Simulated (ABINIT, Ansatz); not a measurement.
# Lattice dynamics of Dysprosium (P6_3/mmc) in two programs

Aim: the phonon dispersion of Dysprosium (P6_3/mmc), checked by a second program.

Program: ABINIT 10.8.3. Level of theory: DFT PBE, scalar-relativistic, plane waves, PseudoDojo norm-conserving, 4f in core pseudopotentials. Results are calculated unless marked as measured.

## Step 1: Set-up

It takes space group P6_3/mmc (No. 194, hexagonal). The conventional cell has a = 3.590 Å, b = 3.590 Å, c = 5.647 Å, α = 90.00°, β = 90.00°, γ = 120.00°. Nearest to Dy lie 12 Dy at 3.50 to 3.59 Å.

## Step 2: A first look

A first run with smearing and empty bands tells whether the crystal has a gap, which decides between fixed occupations and smearing later on.

The input, probe.abi:

```
# ground state
tolvrs 1.0d-08
prtden 1
prtwf 1

# basis, mesh and filling
ecut 19.0
ngkpt 6 6 4
nshiftk 1
shiftk 0.0 0.0 0.0
istwfk *1
occopt 7
tsmear 0.005
nband 18
nstep 100
diemac 9.0
prtebands 0
prtgsr 0

# cell and atoms
acell 3*1.0 Angstrom
rprim 
    3.5903 0.0 0.0
    -1.79515 3.109291007 0.0
    0.0 0.0 5.6475
ntypat 1
znucl 66
natom 2
typat 1 1
xred 
    1/3 2/3 0.25
    2/3 1/3 0.75
pp_dirpath "./pseudo"
pseudos "Dy.upf"
```

Command:

```bash
OMP_NUM_THREADS=1 mpirun -n 4 abinit probe.abi > probe.log
```

Numbers of over 12 decimals in the logs are rounded to 6 here.

probe.abo, the main output file:

```text
[banners, grids, parts of the stress and lines that vanish by symmetry left out]
- input  file    -> probe.abi
- output file    -> probe.abo
- root for input  files -> probei
[...]
Symmetries : space group P6_3/m m c (#194); Bravais hP (primitive hexag.)
[...]
mpw =        1701          nfft =       40500          nkpt =          21
[...]
== DATASET  1 ==================================================================
[...]
cutoff_energies: {ecut:  19.0, pawecutdg:  -1.0, }
[...]
ETOT  1  -86.774536327430    -8.677E+01 4.422E-02 3.603E+00
 ETOT  2  -86.810285769634    -3.575E-02 2.993E-03 8.928E-02
 ETOT  3  -86.810319192852    -3.342E-05 4.558E-03 1.327E-03
 ETOT  4  -86.810319496076    -3.032E-07 1.084E-03 1.245E-05
 ETOT  5  -86.810319499062    -2.986E-09 6.678E-04 2.811E-07
 ETOT  6  -86.810319499131    -6.875E-11 1.588E-04 1.677E-09
 At SCF step    6       vres2   =  1.68E-09 < tolvrs=  1.00E-08 =>converged.
[...]
sigma(1 1)=  4.49030199E-05  sigma(3 2)=  0.00000000E+00
  sigma(2 2)=  4.49030208E-05  sigma(3 1)=  0.00000000E+00
  sigma(3 3)=  6.32226813E-05  sigma(2 1)=  0.00000000E+00
[...]
convergence: {deltae: -6.875E-11, res2:  1.677E-09, residm:  1.588E-04, diffor: null, }
etotal    :  -8.68103195E+01
[...]
sigma(1 1)=  4.49030199E-05  sigma(3 2)=  0.00000000E+00
  sigma(2 2)=  4.49030208E-05  sigma(3 1)=  0.00000000E+00
  sigma(3 3)=  6.32226813E-05  sigma(2 1)=  0.00000000E+00
[...]
- sigma(1 1)=  1.32109246E+00  sigma(3 2)=  0.00000000E+00
- sigma(2 2)=  1.32109248E+00  sigma(3 1)=  0.00000000E+00
- sigma(3 3)=  1.86007550E+00  sigma(2 1)=  0.00000000E+00
[...]
fcart      1.5874845981E-28  0.0000000000E+00 -0.0000000000E+00
           strten      4.4903019917E-05  4.4903020838E-05  6.3222681294E-05
================================================================================

[key lines of the parts left out:]
pressure_GPa:  -1.5008E+00
```

It took 8 s on 4 MPI ranks of Intel Xeon Platinum 8488C (Sapphire Rapids), shared host.

This step gave:

| Item | Value |
| --- | --- |
| volume per atom | 31.52 Å³ |
| pressure | -1.501 GPa |
| gap on the k-mesh | 0 eV |

No gap opens on this mesh, so smearing is kept; the printed pressure holds the stress of the finite basis too.

## Step 3: Relaxation

The harmonic expansion needs vanishing forces, and a free crystal bears no stress, so cell and atoms are brought to rest. Stress is more sensitive to the basis than forces are: the last 3 Ha under the cutoff are smoothed with ecutsm, and the cutoff is raised above that of the later runs.

The input, relax.abi:

```
# relaxation
ionmov 2
optcell 2
dilatmx 1.08
ntime 40
tolmxf 1.0d-05
tolvrs 1.0d-14
prtwf 0
prtden 0
chksymtnons 0

# basis, mesh and filling
ecut 25.0
ecutsm 3.0
ngkpt 9 9 6
nshiftk 1
shiftk 0.0 0.0 0.0
istwfk *1
occopt 7
tsmear 0.01
nband 18
nstep 100
diemac 1000000.0
prtebands 0
prtgsr 0

# cell and atoms
acell 3*1.0 Angstrom
rprim 
    3.5903 0.0 0.0
    -1.79515 3.109291007 0.0
    0.0 0.0 5.6475
ntypat 1
znucl 66
natom 2
typat 1 1
xred 
    1/3 2/3 0.25
    2/3 1/3 0.75
pp_dirpath "./pseudo"
pseudos "Dy.upf"
```

Command:

```bash
OMP_NUM_THREADS=1 mpirun -n 4 abinit relax.abi > relax.log
```

relax.abo, the main output file:

```text
[banners, grids, parts of the stress and lines that vanish by symmetry left out]
- input  file    -> relax.abi
- output file    -> relax.abo
- root for input  files -> relaxi
[...]
Symmetries : space group P6_3/m m c (#194); Bravais hP (primitive hexag.)
[...]
mpw =        3225          nfft =       69984          nkpt =          48
[...]
== DATASET  1 ==================================================================
[...]
cutoff_energies: {ecut:  25.0, pawecutdg:  -1.0, }
[...]
ETOT  1  -86.778805720398    -8.678E+01 5.352E-02 6.449E+00
 ETOT  2  -86.814706146211    -3.590E-02 4.067E-03 1.218E-01
 ETOT  3  -86.814733382643    -2.724E-05 1.797E-03 1.810E-03
 ETOT  4  -86.814733576639    -1.940E-07 1.120E-03 3.008E-05
 ETOT  5  -86.814733581189    -4.549E-09 4.094E-04 5.683E-07
[...]
At SCF step   10       vres2   =  1.54E-16 < tolvrs=  1.00E-14 =>converged.
[...]
sigma(1 1)= -9.60319867E-06  sigma(3 2)=  0.00000000E+00
  sigma(2 2)= -9.60319775E-06  sigma(3 1)=  0.00000000E+00
  sigma(3 3)= -8.48949591E-07  sigma(2 1)=  0.00000000E+00
[...]
convergence: {deltae: -4.121E-13, res2:  1.535E-16, residm:  9.156E-05, diffor: null, }
etotal    :  -8.68147336E+01
[...]
ETOT  1  -86.814734683581    -8.681E+01 1.422E-04 7.529E-03
[...]
At SCF step    8       vres2   =  5.37E-16 < tolvrs=  1.00E-14 =>converged.
[...]
sigma(1 1)= -8.62571903E-06  sigma(3 2)=  0.00000000E+00
  sigma(2 2)= -8.62571812E-06  sigma(3 1)=  0.00000000E+00
  sigma(3 3)= -3.11817330E-07  sigma(2 1)=  0.00000000E+00
[...]
convergence: {deltae:  5.969E-13, res2:  5.366E-16, residm:  4.525E-05, diffor: null, }
etotal    :  -8.68147358E+01
[...]
ETOT  1  -86.814660333685    -8.681E+01 2.607E-05 5.588E-01
[...]
At SCF step    9       vres2   =  2.58E-16 < tolvrs=  1.00E-14 =>converged.
[...]
sigma(1 1)= -2.01215222E-07  sigma(3 2)=  0.00000000E+00
  sigma(2 2)= -2.01214316E-07  sigma(3 1)=  0.00000000E+00
  sigma(3 3)=  3.99404044E-06  sigma(2 1)=  0.00000000E+00
[...]
convergence: {deltae:  8.242E-13, res2:  2.584E-16, residm:  2.877E-06, diffor: null, }
etotal    :  -8.68147453E+01
[...]
ETOT  1  -86.814745408084    -8.681E+01 2.886E-04 2.516E-04
[...]
At SCF step    7       vres2   =  1.77E-15 < tolvrs=  1.00E-14 =>converged.
[...]
sigma(1 1)= -6.95641113E-08  sigma(3 2)=  0.00000000E+00
  sigma(2 2)= -6.95632062E-08  sigma(3 1)=  0.00000000E+00
  sigma(3 3)=  3.77676788E-06  sigma(2 1)=  0.00000000E+00
[...]
convergence: {deltae: -2.700E-13, res2:  1.773E-15, residm:  1.073E-06, diffor: null, }
etotal    :  -8.68147455E+01
[...]
ETOT  1  -86.814738339300    -8.681E+01 5.049E-02 3.906E-02
[...]
At SCF step    8       vres2   =  3.85E-15 < tolvrs=  1.00E-14 =>converged.
[...]
sigma(1 1)=  2.71952184E-07  sigma(3 2)=  0.00000000E+00
  sigma(2 2)=  2.71953091E-07  sigma(3 1)=  0.00000000E+00
  sigma(3 3)=  3.09905249E-07  sigma(2 1)=  0.00000000E+00
[...]
convergence: {deltae:  1.990E-13, res2:  3.851E-15, residm:  2.397E-07, diffor: null, }
etotal    :  -8.68147468E+01
[...]
ETOT  1  -86.814746683471    -8.681E+01 1.357E-06 6.262E-04
[...]
ETOT  6  -86.814746776690     3.837E-13 5.623E-08 2.283E-13
 ETOT  7  -86.814746776691    -2.416E-13 2.390E-08 1.184E-15
 At SCF step    7       vres2   =  1.18E-15 < tolvrs=  1.00E-14 =>converged.
[...]
sigma(1 1)=  5.03354284E-08  sigma(3 2)=  0.00000000E+00
  sigma(2 2)=  5.03363349E-08  sigma(3 1)=  0.00000000E+00
  sigma(3 3)=  3.14593841E-08  sigma(2 1)=  0.00000000E+00
[...]
convergence: {deltae: -2.416E-13, res2:  1.184E-15, residm:  2.390E-08, diffor: null, }
etotal    :  -8.68147468E+01
[...]
At Broyd/MD step   6, gradients are converged :
[...]
sigma(1 1)=  5.03354284E-08  sigma(3 2)=  0.00000000E+00
  sigma(2 2)=  5.03363349E-08  sigma(3 1)=  0.00000000E+00
  sigma(3 3)=  3.14593841E-08  sigma(2 1)=  0.00000000E+00
[...]
- sigma(1 1)=  1.48091943E-03  sigma(3 2)=  0.00000000E+00
- sigma(2 2)=  1.48094610E-03  sigma(3 1)=  0.00000000E+00
- sigma(3 3)=  9.25567036E-04  sigma(2 1)=  0.00000000E+00
[...]
fcart      7.9111650621E-29  2.2837566392E-28 -0.0000000000E+00
           strten      5.0335428428E-08  5.0336334916E-08  3.1459384140E-08
================================================================================

[key lines of the parts left out:]
pressure_GPa:  -1.2958E-03
Total energy (etotal) [Ha]= -8.68147467766905E+01
```

Elapsed: 2.1 min, on 4 MPI ranks; 8.2 min of CPU time.

Step by step:

```
step  energy less that of the first step (eV)  largest force (eV/Å)  volume (Å³)
   1                                   0.0000                0.0000        63.04
   2                                  -0.0001                0.0000        63.08
   3                                  -0.0003                0.0000        63.41
   4                                  -0.0003                0.0000        63.41
   5                                  -0.0004                0.0000        63.37
   6                                  -0.0004                0.0000        63.36
```

| conventional cell, symmetrised | before | after | change |
| --- | --- | --- | --- |
| a (Å) | 3.590 | 3.602 | +0.3 % |
| b (Å) | 3.590 | 3.602 | +0.3 % |
| c (Å) | 5.647 | 5.638 | -0.2 % |
| volume (Å³/atom) | 31.52 | 31.68 | +0.5 % |

The relaxed structure:

```cif
data_structure
_symmetry_space_group_name_H-M 'P 1'
_symmetry_Int_Tables_number 1
_cell_length_a 3.6022
_cell_length_b 3.6022
_cell_length_c 5.6385
_cell_angle_alpha 90.000
_cell_angle_beta 90.000
_cell_angle_gamma 120.000
_cell_volume 63.36
loop_
_atom_site_label
_atom_site_type_symbol
_atom_site_fract_x
_atom_site_fract_y
_atom_site_fract_z
_atom_site_occupancy
Dy1 Dy 0.33333 0.66667 0.25000 1
Dy2 Dy 0.66667 0.33333 0.75000 1
```

Read from the output:

- volume per atom: 31.68 Å³
- pressure: -0.001296 GPa

The volume changes by +0.5 % in this run and stands +0.5 % from the first cell.

## Step 4: Self-consistent run for the response

First-order wavefunctions inherit every error of the ground state, hence the very tight tolvrs. Smearing stays on, as the first look found no gap above 0.3 eV.

The input, gs.abi:

```
# ground state
tolvrs 1.0d-16
prtden 1
prtwf 1

# basis, mesh and filling
ecut 19.0
ngkpt 9 9 6
nshiftk 1
shiftk 0.0 0.0 0.0
istwfk *1
occopt 7
tsmear 0.01
nband 18
nstep 100
diemac 1000000.0
prtebands 0
prtgsr 0

# cell and atoms
acell 3*1.0 Angstrom
rprim 
    3.602216558 0.0 0.0
    -1.801108279 3.119611049 0.0
    0.0 0.0 5.638460634
ntypat 1
znucl 66
natom 2
typat 1 1
xred 
    1/3 2/3 0.25
    2/3 1/3 0.75
pp_dirpath "./pseudo"
pseudos "Dy.upf"
```

Command:

```bash
OMP_NUM_THREADS=1 mpirun -n 4 abinit gs.abi > gs.log
```

gs.abo, the main output file:

```text
[banners, grids, parts of the stress and lines that vanish by symmetry left out]
- input  file    -> gs.abi
- output file    -> gs.abo
- root for input  files -> gsi
[...]
Symmetries : space group P6_3/m m c (#194); Bravais hP (primitive hexag.)
[...]
mpw =        1725          nfft =       40500          nkpt =          48
[...]
== DATASET  1 ==================================================================
[...]
cutoff_energies: {ecut:  19.0, pawecutdg:  -1.0, }
[...]
ETOT  1  -86.780474921030    -8.678E+01 3.996E-02 4.119E+00
 ETOT  2  -86.811814547499    -3.134E-02 1.471E-02 9.930E-02
 ETOT  3  -86.811851926446    -3.738E-05 1.254E-03 6.540E-04
 ETOT  4  -86.811852026953    -1.005E-07 1.301E-03 1.780E-05
 ETOT  5  -86.811852031909    -4.956E-09 8.620E-04 3.571E-07
[...]
ETOT 10  -86.811852031996    -1.009E-12 4.964E-05 2.476E-16
 ETOT 11  -86.811852031997    -5.400E-13 4.900E-05 7.917E-17
 At SCF step   11       vres2   =  7.92E-17 < tolvrs=  1.00E-16 =>converged.
[...]
sigma(1 1)=  5.79846902E-05  sigma(3 2)=  0.00000000E+00
  sigma(2 2)=  5.79846909E-05  sigma(3 1)=  0.00000000E+00
  sigma(3 3)=  5.76918775E-05  sigma(2 1)=  0.00000000E+00
[...]
convergence: {deltae: -5.400E-13, res2:  7.917E-17, residm:  4.900E-05, diffor: null, }
etotal    :  -8.68118520E+01
[...]
sigma(1 1)=  5.79846902E-05  sigma(3 2)=  0.00000000E+00
  sigma(2 2)=  5.79846909E-05  sigma(3 1)=  0.00000000E+00
  sigma(3 3)=  5.76918775E-05  sigma(2 1)=  0.00000000E+00
[...]
- sigma(1 1)=  1.70596848E+00  sigma(3 2)=  0.00000000E+00
- sigma(2 2)=  1.70596851E+00  sigma(3 1)=  0.00000000E+00
- sigma(3 3)=  1.69735364E+00  sigma(2 1)=  0.00000000E+00
[...]
fcart     -7.9111650576E-29  4.5675132758E-29  5.1754684784E-26
           strten      5.7984690212E-05  5.7984690919E-05  5.7691877519E-05
================================================================================

[key lines of the parts left out:]
pressure_GPa:  -1.7031E+00
```

The job ended after 17 s (4 MPI ranks).

Numbers from this step:

| Item | Value |
| --- | --- |
| pressure | -1.703 GPa |

The cell stands at -1.7 GPa: the relaxation ran with a smoothed and higher cutoff, and the difference is a stress of the finite basis.

[end of part 1 of 4]

[Host names and launcher messages were left out of these logs when they were recorded.]

[Logs are printed without paths, hosts, clocks, repeated set-up lines and the standing remarks that a program may print on its own settings, such as how far it seeks lower states.]

[Hosts, paths, dates, database ids (printed as entryN), source tags and the programs' standing remarks are cut or masked in the printed files.]
